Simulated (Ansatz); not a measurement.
# CO on Os(0001): change of the work function, part 4 of 5

Aim: the work function of Os(0001) at several coverages of CO (hcp site), and the dipole that each adsorbate carries.

Ansatz 0.2.0; plane-wave DFT, PBEsol, Ansatz PAW (the session's first sound run).

So far, work function, upper face (eV): step 2 (the clean slab) 5.47; step 3 (38 atoms, coverage 0.111 ML, cell 3x3) 5.95; step 4 (18 atoms, coverage 0.25 ML, cell 2x2) 6.40.

## 5. Adsorbate added, k-mesh 7×7×1, coverage 0.5 ML

System of this step: CO/Os(0001). The cell holds 20 atoms: 16 Os, 2 C and 2 O. Cell: a = 5.480 Å, b = 5.480 Å, c = 27.074 Å, α = 90.0°, β = 90.0°, γ = 60.0°. Vacuum lies along c.

Another coverage, to see how the dipoles act on each other as their distance changes.

input.yaml reads:

```yaml
crystal:
  lattice:
    - [5.48, 0.0, 0.0]
    - [2.74, 4.7458192128, 0.0]
    - [0.0, 0.0, 27.0741476736]
  atoms:
    - { symbol: Os, position: [0.3333333333, 0.3333333333, 0.332420437] }
    - { symbol: Os, position: [0.0, 0.0, 0.4123206438] }
    - { symbol: Os, position: [0.3333333333, 0.3333333333, 0.4915450804] }
    - { symbol: Os, position: [0.0, 0.0, 0.5682642451] }
    - { symbol: Os, position: [0.3333333333, 0.8333333333, 0.332420437] }
    - { symbol: Os, position: [0.0, 0.5, 0.4123206438] }
    - { symbol: Os, position: [0.3333333333, 0.8333333333, 0.4915450804] }
    - { symbol: Os, position: [0.0, 0.5, 0.5682642451] }
    - { symbol: Os, position: [0.8333333333, 0.3333333333, 0.332420437] }
    - { symbol: Os, position: [0.5, 0.0, 0.4123206438] }
    - { symbol: Os, position: [0.8333333333, 0.3333333333, 0.4915450804] }
    - { symbol: Os, position: [0.5, 0.0, 0.5682642451] }
    - { symbol: Os, position: [0.8333333333, 0.8333333333, 0.332420437] }
    - { symbol: Os, position: [0.5, 0.5, 0.4123206438] }
    - { symbol: Os, position: [0.8333333333, 0.8333333333, 0.4915450804] }
    - { symbol: Os, position: [0.5, 0.5, 0.5682642451] }
    - { symbol: C, position: [0.3333333333, 0.3333333333, 0.6247342623] }
    - { symbol: C, position: [0.8333333333, 0.3333333333, 0.6247342623] }
    - { symbol: O, position: [0.3333333333, 0.3333333333, 0.667579563] }
    - { symbol: O, position: [0.8333333333, 0.3333333333, 0.667579563] }
kpoints:
  mp_grid: { grid: [7, 7, 1] }
hamiltonian:
  xc: pbesol
scf:
  occupations: { method: fermi_dirac, width: 0.1 }
  convergence: { dr2_threshold: 1.0e-08 }
efield:
  axis: 3
  dipole_correction: true
  ramp_position: 0.97
  ramp_width: 0.06
relax:
  f_tol: 0.02
  max_steps: 60
  constraints: [{ sites: [0, 1, 4, 5, 8, 9, 12, 13] }]
output:
  bader: true
  dos: { projected: true, e_range: [-8, 4] }
  write_potential: true
  write_density: true
  volumetric_format: npy
```

The run is started by

```console
$ ansatz run input.yaml --threads 4 --pin off --max-ram 12288MiB --backend cpu --events-out ev --progress --plain --runs-dir out
```

Numbers of over 12 decimals in the logs are rounded to 6 here.

What it wrote:

```text
[...]
Crystal: 20 atoms, lattice volume = 704.120 Å³
Basis set: ecut = 420 eV, 13657 PW (Γ), exchange–correlation on 80×80×384 points (8 copies of the dense FFT grid, shifted against one another)
Bands: 166, of which v1, the nominal top of the filled ones, is band 138 counted from 1 (137 counted from 0)
Symmetry: 4 space group operations
[...]
2     Os      0.0340     0.0000
     3     Os      0.0661     0.0001
     4     Os     -0.0776     0.0001
     5     Os      0.0754     0.0001
     6     Os      0.0474     0.0001
     7     Os      0.2122     0.0029
[...]
16      C      0.6377     0.0014
    17      C      0.6378     0.0014
    18      O     -1.0114     0.0042
    19      O     -1.0114     0.0042
  estimated error of the sums over rays = 6.4e-4 e
[key lines of the parts left out:]
SCF converged after 7 iterations
Free energy (F): -181620.616180 eV
Fermi energy:    4.655072 eV
Dipole field:    D = -0.049523 V/Å  (p = -0.192704 e·Å, saw-weighted, corrected)
Work function:   Φ+ = 6.8108 eV   Φ− = 5.4700 eV
```

Wall time 15 min (4 threads of Arm Neoverse V1, shared host); peak memory 3.5 GiB.

Step by step:

```
step  energy less that of the first step (eV)  largest force component (eV/Å)
   1                                   0.0000                          2.5784
   2                                  -0.2417                          0.9030
   3                                  -0.3387                          0.3477
   4                                  -0.3799                          0.4404
   5                                  -0.4004                          1.7103
   6                                  -0.4452                          0.6121
   7                                  -0.4628                          0.0802
   8                                  -0.4410                          0.4341
   9                                  -0.4666                          0.0586
  10                                  -0.4708                          0.0904
  11                                  -0.4715                          0.1469
  12                                  -0.4720                          0.0286
  13                                  -0.4721                          0.0119
```

Relaxation step 8 was tried and not accepted.

The run keeps the 4 symmetry operations that it works with, so distortions that break them were not tested.

The atoms that moved most (Å):

```
atom     dx      dy      dz  length
 O19  0.000  -0.233  -0.025   0.235
 O20  0.000  -0.233  -0.025   0.235
 C17  0.000   0.153   0.013   0.153
 C18  0.000   0.153   0.013   0.153
 Os8  0.000   0.005   0.116   0.116
Os16  0.000   0.005   0.116   0.116
Os12  0.000  -0.064  -0.006   0.065
 Os4  0.000  -0.064  -0.006   0.065
```

The relaxed structure:

```xyz
20
Lattice="5.4800 0.0000 0.0000 2.7400 4.7458 0.0000 0.0000 0.0000 27.0741" Properties=species:S:1:pos:R:3
Os    2.7400    1.5819    9.0000
Os    0.0000    0.0000   11.1632
Os    2.7400    1.5864   13.2918
Os    0.0000   -0.0643   15.3789
Os    4.1100    3.9548    9.0000
Os    1.3700    2.3729   11.1632
Os    4.1100    3.9588   13.2884
Os    1.3700    2.3781   15.5015
Os    5.4800    1.5819    9.0000
Os    2.7400    0.0000   11.1632
Os    5.4800    1.5864   13.2918
Os    2.7400   -0.0643   15.3789
Os    6.8500    3.9548    9.0000
Os    4.1100    2.3729   11.1632
Os    6.8500    3.9588   13.2884
Os    4.1100    2.3781   15.5015
C     2.7400    1.7349   16.9270
C     5.4800    1.7349   16.9270
O     2.7400    1.3486   18.0490
O     5.4800    1.3486   18.0490
```

The relaxation took 13 steps and lowered the energy by 0.47 eV; the largest force on the free atoms ends at 0.012 eV/Å.

The covered face has 6.81 eV, +1.34 eV against the clean one; the bare back face has moved by -0.05 eV, a measure of how thin the slab is.

## 6. The covered slab, k-mesh 13×13×1, coverage 1 ML

System of this step: CO/Os(0001). The cell holds 6 atoms: 4 Os, 1 C and 1 O. Its edges and angles: a = 2.740 Å, b = 2.740 Å, c = 27.074 Å, α = 90.0°, β = 90.0°, γ = 60.0°. Vacuum lies along c.

Another coverage, to see how the dipoles act on each other as their distance changes.

input.yaml, the sections that differ from step 5:

```yaml
crystal:
  lattice:
    - [2.74, 0.0, 0.0]
    - [1.37, 2.3729096064, 0.0]
    - [0.0, 0.0, 27.0741476736]
  atoms:
    - { symbol: Os, position: [0.6666666667, 0.6666666667, 0.332420437] }
    - { symbol: Os, position: [0.0, 0.0, 0.4123206438] }
    - { symbol: Os, position: [0.6666666667, 0.6666666667, 0.4915450804] }
    - { symbol: Os, position: [0.0, 0.0, 0.5682642451] }
    - { symbol: C, position: [0.6666666667, 0.6666666667, 0.6247342623] }
    - { symbol: O, position: [0.6666666667, 0.6666666667, 0.667579563] }
kpoints:
  mp_grid: { grid: [13, 13, 1] }
relax:
  f_tol: 0.02
  max_steps: 60
  constraints: [{ sites: [0, 1] }]
output:
  bader: true
  write_potential: true
  write_density: true
  volumetric_format: npy
# hamiltonian, scf, efield: as in step 5
```

What it wrote:

```text
[...]
Crystal: 6 atoms, lattice volume = 176.030 Å³
Basis set: ecut = 420 eV, 3445 PW (Γ), exchange–correlation on 40×40×384 points (8 copies of the dense FFT grid, shifted against one another)
Bands: 45, of which v1, the nominal top of the filled ones, is band 37 counted from 1 (36 counted from 0)
Symmetry: 6 space group operations
[...]
- { symbol: C, position: [0.666667, 0.666667, 0.626470] }
    - { symbol: O, position: [0.666667, 0.666667, 0.670031] }
--- Bader charges: 6 sites ---
  site symbol  charge [e]  shift [e]
     0     Os     -0.0802     0.0001
     1     Os      0.0968     0.0002
     2     Os     -0.0009     0.0000
     3     Os      0.2738     0.0031
     4      C      0.6799     0.0020
     5      O     -0.9694     0.0051
  estimated error of the sums over rays = 5.4e-4 e
[key lines of the parts left out:]
SCF converged after 4 iterations
Free energy (F): -45808.503391 eV
Fermi energy:    4.836161 eV
Dipole field:    D = -0.089562 V/Å  (p = -0.087126 e·Å, saw-weighted, corrected)
Work function:   Φ+ = 7.8963 eV   Φ− = 5.4715 eV
```

Elapsed: 32 s, on 4 threads; peak memory 0.53 GiB; 2.1 min of CPU time.

Step by step:

```
step  energy less that of the first step (eV)  largest force component (eV/Å)
   1                                   0.0000                          1.8527
   2                                  -0.0831                          0.8939
   3                                  -0.1180                          0.3056
   4                                  -0.1204                          0.0376
   5                                  -0.1204                          0.0050
```

Forces are held to the 6 operations that the run works with; a distortion that breaks them can't arise in this run.

The atoms that moved most (Å):

```
atom     dx     dy      dz  length
 Os4  0.000  0.000   0.099   0.099
  O6  0.000  0.000   0.066   0.066
  C5  0.000  0.000   0.047   0.047
 Os3  0.000  0.000  -0.036   0.036
```

The relaxation took 5 steps and lowered the energy by 0.12 eV; the largest force on the free atoms ends at 0.005 eV/Å.

The covered face has 7.90 eV, +2.42 eV against the clean one; the bare back face has moved by -0.05 eV, a measure of how thin the slab is.

## 7. Work function against coverage

This step: plane-wave DFT, PBEsol, Ansatz PAW; work function against coverage (Ansatz 0.2.0).

The runs are now put side by side.

This step gave:

```yaml
work_function_of_the_clean_face: 5.472 eV
largest_change_of_the_work_function: 2.424 eV
```

Work function of the covered face against coverage:

```
coverage (adsorbates/nm²)  work function of the covered face (eV)
                     0.00                                    5.47
                     1.71                                    5.95
                     3.85                                    6.40
                     7.69                                    6.81
                    15.38                                    7.90
```

The dipole per adsorbate comes from the change of the cell's dipole. Coverage, by row:

```
coverage (1/nm²)  coverage (ML)  work function (eV)  change (eV)  dipole per adsorbate, positive end outwards (debye)  mean height of the added atoms over the highest substrate atom (Å)
           1.709         0.1111               5.948       0.4752                                               -0.756                                                               1.986
           3.845           0.25               6.399       0.9263                                               -0.667                                                               1.995
            7.69            0.5               6.811        1.338                                               -0.478                                                               1.986
           15.38              1               7.896        2.424                                               -0.426                                                               2.067
```

## 8. The 0.25 ML cell at another level of theory, cutoff 1380 eV, functional PBE

This step: plane-wave DFT, PBE, JTH PAW (Ansatz 0.2.0).

System of this step: CO/Os(0001). The cell holds 18 atoms: 16 Os, 1 C and 1 O. Cell: a = 5.480 Å, b = 5.480 Å, c = 27.074 Å, α = 90.0°, β = 90.0°, γ = 60.0°. Vacuum lies along c.

The geometry is kept and the functional is PBE; other changes against the main runs: JTH PAW files and cutoff 420 → 1380.

input.yaml reads:

```yaml
crystal:
  lattice:
    - [5.48, 0.0, 0.0]
    - [2.74, 4.7458192128, 0.0]
    - [0.0, 0.0, 27.0741476736]
  atoms:
    - { symbol: Os, position: [0.3333333333, 0.3333333333, 0.332420437] }
    - { symbol: Os, position: [0.0, 0.0, 0.4123206438] }
    - { symbol: Os, position: [0.3333333333, 0.3333333333, 0.491086465] }
    - { symbol: Os, position: [0.0, 0.0, 0.5675151188] }
    - { symbol: Os, position: [0.3333333333, 0.8333333333, 0.332420437] }
    - { symbol: Os, position: [0.0, 0.5, 0.4123206438] }
    - { symbol: Os, position: [0.3325014721, 0.8337492639, 0.4912148969] }
    - { symbol: Os, position: [-0.0082028205, 0.5041014103, 0.5698214357] }
    - { symbol: Os, position: [0.8333333333, 0.3333333333, 0.332420437] }
    - { symbol: Os, position: [0.5, 0.0, 0.4123206438] }
    - { symbol: Os, position: [0.8337492639, 0.3325014721, 0.4912148969] }
    - { symbol: Os, position: [0.5041014103, -0.0082028205, 0.5698214357] }
    - { symbol: Os, position: [0.8333333333, 0.8333333333, 0.332420437] }
    - { symbol: Os, position: [0.5, 0.5, 0.4123206438] }
    - { symbol: Os, position: [0.8337492639, 0.8337492639, 0.4912148969] }
    - { symbol: Os, position: [0.5041014103, 0.5041014103, 0.5698214357] }
    - { symbol: C, position: [0.3333333333, 0.3333333333, 0.621432957] }
    - { symbol: O, position: [0.3333333333, 0.3333333333, 0.6655694644] }
kpoints:
  mp_grid: { grid: [7, 7, 1] }
hamiltonian:
  xc: pbe
  pseudopotentials: { kind: paw, source: jth }
scf:
  occupations: { method: fermi_dirac, width: 0.1 }
  convergence: { dr2_threshold: 1.0e-08 }
efield:
  axis: 3
  dipole_correction: true
  ramp_position: 0.97
  ramp_width: 0.06
output:
  write_potential: true
  write_density: true
  volumetric_format: npy
```

What it wrote:

```text
Warning: <dir> the checks of this Os dataset prove no rule for summing its radial tables, as where they were carried onto another mesh than they were made on, and Gregory's rule is taken, under which a leading mesh point left out moves its sums only by what lay on the interval it spanned. That does not make them correct, and they differ from Quantum ESPRESSO's on this file; a re-export a fraction of a mesh step off can move them. hamiltonian.pseudopotentials.radial_quadrature: simpson_from_first_knot sums it by `pw.x`'s rule; on a PAW file no value gives `pw.x`'s numbers. What more to know: hamiltonian.pseudopotentials.radial_quadrature, in the input reference
Warning: <dir> the checks of this C dataset prove no rule for summing its radial tables, as where they were carried onto another mesh than they were made on, and Gregory's rule is taken, under which a leading mesh point left out moves its sums only by what lay on the interval it spanned. That does not make them correct, and they differ from Quantum ESPRESSO's on this file; a re-export a fraction of a mesh step off can move them. hamiltonian.pseudopotentials.radial_quadrature: simpson_from_first_knot sums it by `pw.x`'s rule; on a PAW file no value gives `pw.x`'s numbers. What more to know: hamiltonian.pseudopotentials.radial_quadrature, in the input reference
Warning: <dir> the checks of this O dataset prove no rule for summing its radial tables, as where they were carried onto another mesh than they were made on, and Gregory's rule is taken, under which a leading mesh point left out moves its sums only by what lay on the interval it spanned. That does not make them correct, and they differ from Quantum ESPRESSO's on this file; a re-export a fraction of a mesh step off can move them. hamiltonian.pseudopotentials.radial_quadrature: simpson_from_first_knot sums it by `pw.x`'s rule; on a PAW file no value gives `pw.x`'s numbers. What more to know: hamiltonian.pseudopotentials.radial_quadrature, in the input reference
Warning: basis.ecutrho_ratio 8 (ecutrho = 11040 eV, dense FFT grid 96×96×480): the grid does not resolve the core-correction charge of C (measure 0.11 e/Å^2.5); warned from 0.08. The energy and each atom's force then go with where the atoms sit on the grid: [figures from the program's tests cut] If this deck is also warned that a cutoff or its ratio is below what is recommended, mend that before anything below. First try basis.xc_grid, which is 1 on this run (the dense grid itself), where it is not refused (2, then 3). Above 1 the core-correction charge is laid on the exchange–correlation grid, and this warning is never given, whether or not the level is enough: [rest of the remark cut]
[...]
Crystal: 18 atoms, lattice volume = 704.120 Å³
Basis set: ecut = 1380 eV, 81969 PW (Γ)
Bands: 87, of which v1, the nominal top of the filled ones, is band 69 counted from 1 (68 counted from 0)
Symmetry: 6 space group operations
[...]
k-points: 8 of 49 (time reversal used)
[...]
SCF iter   1: F=—  HF=-152706.679259 eV  |F-HF|=—  |Δ(HF+E_count)|=         —  Δρ=8.07e-2  dr2=6.37e1  ethr=3.10e-3  p=-0.000 e·Å  D=-4.31e-9 V/Å  ΔV_dip=0.00 eV  dr2_dipole=6.99e0  V_vac-E_F(+/−)=5.08/5.08 eV  ⟨swp⟩=9.5  Hψ=5788  notcnv=0
[...]
SCF iter  11: F=-152692.219090 eV  HF=-152692.219090 eV  |F-HF|=3.49e-10  |Δ(HF+E_count)|=   3.31e-8  Δρ=6.77e-7  dr2=6.37e-9  ethr=7.25e-12  p=-0.143 e·Å  D=-3.68e-2 V/Å  ΔV_dip=1.00 eV  dr2_dipole=2.75e-10  V_vac-E_F(+/−)=6.36/5.36 eV  ⟨swp⟩=9.1  Hψ=3556  notcnv=0
SCF 1 converged in 11 iterations: F = -152692.219090 eV  dr2 = 6.37e-9
[...]
SCF converged after 11 iterations
the last check of whether an eigenvalue changes by more than its tolerance under the output density was not made (no_room)
Free energy (F): -152692.219090 eV
[...]
Internal energy: -152691.778457 eV  (E = F + TS)
E sigma→0 (E₀):  -152691.998773 eV
Entropy (-TS):   -0.440633 eV (-24.480 meV/atom)
Fermi energy:    2.442977 eV
Dipole field:    D = -0.036828 V/Å  (p = -0.143305 e·Å, saw-weighted, corrected)
Work function:   Φ+ = 6.3572 eV   Φ− = 5.3602 eV
[...]
--- Band table (eV; the first three rows and the last of 8) ---
  k-point 0: bands = [... 65 lower, 2.7723, 2.7723, 3.3683, 3.4762, 3.4762, 3.7563, 3.7893, 3.7893, ... 14 higher]
  k-point 1: bands = [... 65 lower, 2.6049, 2.6975, 2.8044, 2.8047, 2.9604, 3.4314, 3.4407, 3.6015, ... 14 higher]
  k-point 2: bands = [... 65 lower, 2.0603, 2.0745, 2.3064, 2.5371, 2.7978, 2.9989, 3.0657, 3.1107, ... 14 higher]
  k-point 7: bands = [... 65 lower, 1.7615, 1.7773, 1.9624, 2.0801, 2.1308, 2.1780, 2.6468, 2.9264, ... 14 higher]
```

Wall time 4 min (4 threads); peak memory 10 GiB.

The column dr2 measures how far the density is from self-consistency, as an energy; F and HF (Harris–Foulkes) agree once it is small.

This step gave:

| Item | Value |
| --- | --- |
| energy at zero smearing | -152691.9988 eV |
| work function, upper face | 6.357 eV |
| work function, lower face | 5.360 eV |
| dipole along the normal | -0.1433 e·Å |
| step between the vacuum levels | 0.9971 eV |

The work function comes to 6.36 eV, -0.04 eV from the first level.

## 9. The 0.25 ML cell at another level of theory, cutoff 420 eV, functional PBE

This step: plane-wave DFT, PBE, Ansatz PAW (Ansatz 0.2.0).

The geometry is kept and the functional is PBE.

Changes to input.yaml since step 8:

```diff
@@ -28,3 +28,2 @@
   xc: pbe
-  pseudopotentials: { kind: paw, source: jth }
 scf:
```

What it wrote:

```text
[...]
Crystal: 18 atoms, lattice volume = 704.120 Å³
Basis set: ecut = 420 eV, 13657 PW (Γ)
Bands: 160, of which v1, the nominal top of the filled ones, is band 133 counted from 1 (132 counted from 0)
Symmetry: 6 space group operations
[...]
k-points: 8 of 49 (time reversal used)
[...]
SCF iter   1: F=—  HF=-182961.481727 eV  |F-HF|=—  |Δ(HF+E_count)|=         —  Δρ=9.81e-3  dr2=3.74e0  ethr=1.77e-3  p=-0.237 e·Å  D=-6.10e-2 V/Å  ΔV_dip=1.65 eV  dr2_dipole=8.24e-1  V_vac-E_F(+/−)=6.98/5.33 eV  ⟨swp⟩=9.5  Hψ=6452  notcnv=0  defer=3
[...]
SCF iter  10: F=-182961.335502 eV  HF=-182961.335502 eV  |F-HF|=2.91e-8  |Δ(HF+E_count)|=   6.15e-8  Δρ=7.47e-7  dr2=9.12e-9  ethr=3.76e-12  p=-0.140 e·Å  D=-3.61e-2 V/Å  ΔV_dip=0.98 eV  dr2_dipole=6.50e-10  V_vac-E_F(+/−)=6.33/5.35 eV  ⟨swp⟩=9.5  Hψ=3586  notcnv=0
SCF 1 converged in 10 iterations: F = -182961.335502 eV  dr2 = 9.12e-9
[...]
SCF converged after 10 iterations
Free energy (F): -182961.335502 eV
[...]
Internal energy: -182960.897588 eV  (E = F + TS)
E sigma→0 (E₀):  -182961.116545 eV
Entropy (-TS):   -0.437914 eV (-24.329 meV/atom)
Fermi energy:    4.618833 eV
Dipole field:    D = -0.036082 V/Å  (p = -0.140404 e·Å, saw-weighted, corrected)
Work function:   Φ+ = 6.3276 eV   Φ− = 5.3507 eV
[...]
--- Band table (eV; the first three rows and the last of 8) ---
  k-point 0: bands = [... 129 lower, 4.9574, 4.9574, 5.5225, 5.6559, 5.6559, 5.9379, 5.9487, 5.9487, ... 23 higher]
  k-point 1: bands = [... 129 lower, 4.7821, 4.8787, 4.9741, 4.9756, 5.1299, 5.6121, 5.6232, 5.7840, ... 23 higher]
  k-point 2: bands = [... 129 lower, 4.2322, 4.2488, 4.4816, 4.7184, 4.9732, 5.1784, 5.2456, 5.2889, ... 23 higher]
  k-point 7: bands = [... 129 lower, 3.9358, 3.9505, 4.1354, 4.2542, 4.3054, 4.3518, 4.8209, 5.1030, ... 23 higher]
```

Wall time 46 s (4 threads); peak memory 2.6 GiB; 2.9 min of CPU time.

This step gave:

```
energy at zero smearing        : -182961.1165 eV
work function, upper face      : 6.328 eV
work function, lower face      : 5.351 eV
dipole along the normal        : -0.1404 e·Å
step between the vacuum levels : 0.9769 eV
```

The work function comes to 6.33 eV, -0.07 eV from the first level.

(Part 4 of 5 ends here.)

[Logs are printed without paths, hosts, clocks, repeated set-up lines and the standing remarks that a program may print on its own settings, such as how far it seeks lower states.]

[Hosts, paths, dates, database ids (printed as entryN), source tags and the programs' standing remarks are cut or masked in the printed files.]

[Maps of the electrostatic potential energy from Ansatz leave out the sawtooth potential of an applied field or a dipole correction, so their vacuum need not be flat; planar profiles and work functions include it.]
